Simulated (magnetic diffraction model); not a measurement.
**Sc3Al10V2Fe4 below its ordering temperature**

Space group P-1 (no. 2), a = 5.0160 Å, b = 6.4440 Å, c = 8.8232 Å, α = 87.37°, β = 74.47°, γ = 83.06°.

| site | atom | x | y | z |
| --- | --- | --- | --- | --- |
| 2i | Fe | 0.8736 | 0.8299 | 0.5777 |
| 2i | Fe | 0.7765 | 0.6626 | 0.1217 |
| 2i | V | 0.5162 | 0.9727 | 0.8337 |
| 2i | Sc | 0.8159 | 0.5192 | 0.4076 |
| 1a | Sc | 0 | 0 | 0 |
| 2i | Al | 0.9912 | 0.6983 | 0.8218 |
| 2i | Al | 0.6914 | 0.3475 | 0.9698 |
| 2i | Al | 0.3980 | 0.8181 | 0.4715 |
| 2i | Al | 0.9638 | 0.8832 | 0.2897 |
| 2i | Al | 0.5949 | 0.5409 | 0.7050 |

The compound is invented for this exercise: a known structure type with other elements, its cell scaled to their sizes and not relaxed.

Only Fe is taken to order (form factors of Fe2+); orders and moment sizes are assumed, and not adapted to the symmetry. Radiation: neutrons of λ = 2.0775 Å, 2° to 35°; isotropic B of 0.29 Å² (Fe), 0.24 Å² (V), 0.28 Å² (Sc) and 0.25 Å² (Al). Simulated constant-wavelength pattern: nuclear and magnetic terms add, the magnetic one as |2.695 fm × Σ f S⊥ exp(2πi Q·r) exp(−B s²)|², summed over all Q at one angle with the factor 1/(sin²θ cos θ). For a modulated order the moment at position r is S exp(−2πi k·r) + c.c., with S = m/2 for a sine wave of amplitude m and S = m(u + iv)/2 for moments turning in a plane, u and v being orthogonal unit vectors in it; the phase factor of the sum at Q = H + k is then exp(2πi H·r). Free-ion form factors, Sears's scattering lengths of 1992, no absorption; a label names one of the reflections at its angle. The strongest nuclear line in the range is 100, and lines under 0.2 are left out.

Above the ordering temperature:

```
2θ (°)     index      I
 14.04   (0 0 1)   30.6
 18.69   (0 1 0)   39.1
 23.29   (0 1 1)   15.2
 23.62  (0 1 -1)    2.5
 24.98   (1 0 0)  100.0
 25.24   (1 0 1)   15.1
 28.29   (0 0 2)   47.8
 29.60   (1 1 0)    3.3
 29.69   (1 1 1)    0.8
 31.94  (1 0 -1)    7.5
 32.56   (1 0 2)   15.5
 33.09  (1 -1 0)   58.4
 33.90   (0 1 2)   32.4
 34.36  (0 1 -2)    4.8
```

Below it (cell unchanged):

```tsv
2θ (°)	I
6.20	157.8
14.04	30.6
18.67	3.0
18.69	39.1
22.54	0.5
23.29	15.2
23.62	2.5
24.02	1.1
24.85	1.1
24.98	2.2
24.98	100.0
25.24	15.1
25.61	0.5
26.01	1.5
26.29	1.1
27.29	0.3
28.03	3.6
28.29	47.8
29.23	0.4
29.56	3.0
29.60	3.3
29.69	0.8
30.60	0.3
31.38	0.9
31.94	7.5
32.56	15.5
32.63	1.8
33.09	58.4
33.90	32.4
33.93	0.8
34.20	0.9
34.36	4.8
34.83	1.1
```

**Question.** Find the propagation vector, then choose among these models:
A. a sine wave with moments along [100] (amplitudes given), 1.64 μB on Fe; signs + at (0.8736, 0.8299, 0.5777), + at (0.1264, 0.1701, 0.4223), + at (0.7765, 0.6626, 0.1217), + at (0.2235, 0.3374, 0.8783)
B. moments turning in the plane of [001] and [100], 1.64 μB on Fe; signs + at (0.8736, 0.8299, 0.5777), + at (0.1264, 0.1701, 0.4223), + at (0.7765, 0.6626, 0.1217), + at (0.2235, 0.3374, 0.8783)
C. moments turning in the plane of [010] and [001], 1.64 μB on Fe; signs + at (0.8736, 0.8299, 0.5777), + at (0.1264, 0.1701, 0.4223), + at (0.7765, 0.6626, 0.1217), + at (0.2235, 0.3374, 0.8783)
D. a sine wave with moments along [001] (amplitudes given), 1.64 μB on Fe; signs + at (0.8736, 0.8299, 0.5777), + at (0.1264, 0.1701, 0.4223), + at (0.7765, 0.6626, 0.1217), + at (0.2235, 0.3374, 0.8783)

The new lines index as (1/4 0 0) at 6.20°, (3/4 0 0) at 18.67°, (1/4 1 1) at 22.54° and (1/4 -1 1) at 24.02°, that is as H ± k with k = (1/4 0 0). Satellites come in pairs about each point of the reciprocal lattice.

Magnetic intensity, observed (below minus above) and for each model:

| 2θ (°) | index | observed | A | B | C | D |
| --- | --- | --- | --- | --- | --- | --- |
| 6.20 | (1/4 0 0) | 157.8 | 6.6 | 79.9 | 157.8 | 78.9 |
| 18.67 | (3/4 0 0) | 3.0 | <0.2 | 1.5 | 3.0 | 1.5 |
| 24.02 | (1/4 -1 1) | 1.1 | 1.0 | 1.8 | 1.1 | 0.7 |
| 24.98 | (3/4 1 0) | 2.2 | 0.7 | 2.2 | 2.2 | 1.5 |
| 28.03 | (3/4 -1 0) | 3.6 | 1.4 | 3.6 | 3.6 | 2.3 |
| 29.56 | (3/4 0 2) | 3.0 | 1.7 | 2.7 | 3.0 | 0.4 |
| 32.63 | (1/4 1 2) | 1.8 | 1.7 | 2.3 | 1.8 | 0.5 |
| 34.83 | (5/4 1 0) | 1.1 | <0.2 | 0.8 | 1.1 | 0.7 |

Model C matches.

The structure used: k = (1/4 0 0), moments turning in the plane of [010] and [001], 1.64 μB on Fe; signs + at (0.8736, 0.8299, 0.5777), + at (0.1264, 0.1701, 0.4223), + at (0.7765, 0.6626, 0.1217), + at (0.2235, 0.3374, 0.8783).

[Logs are printed without paths, hosts, clocks, repeated set-up lines and the standing remarks that a program may print on its own settings, such as how far it seeks lower states.]
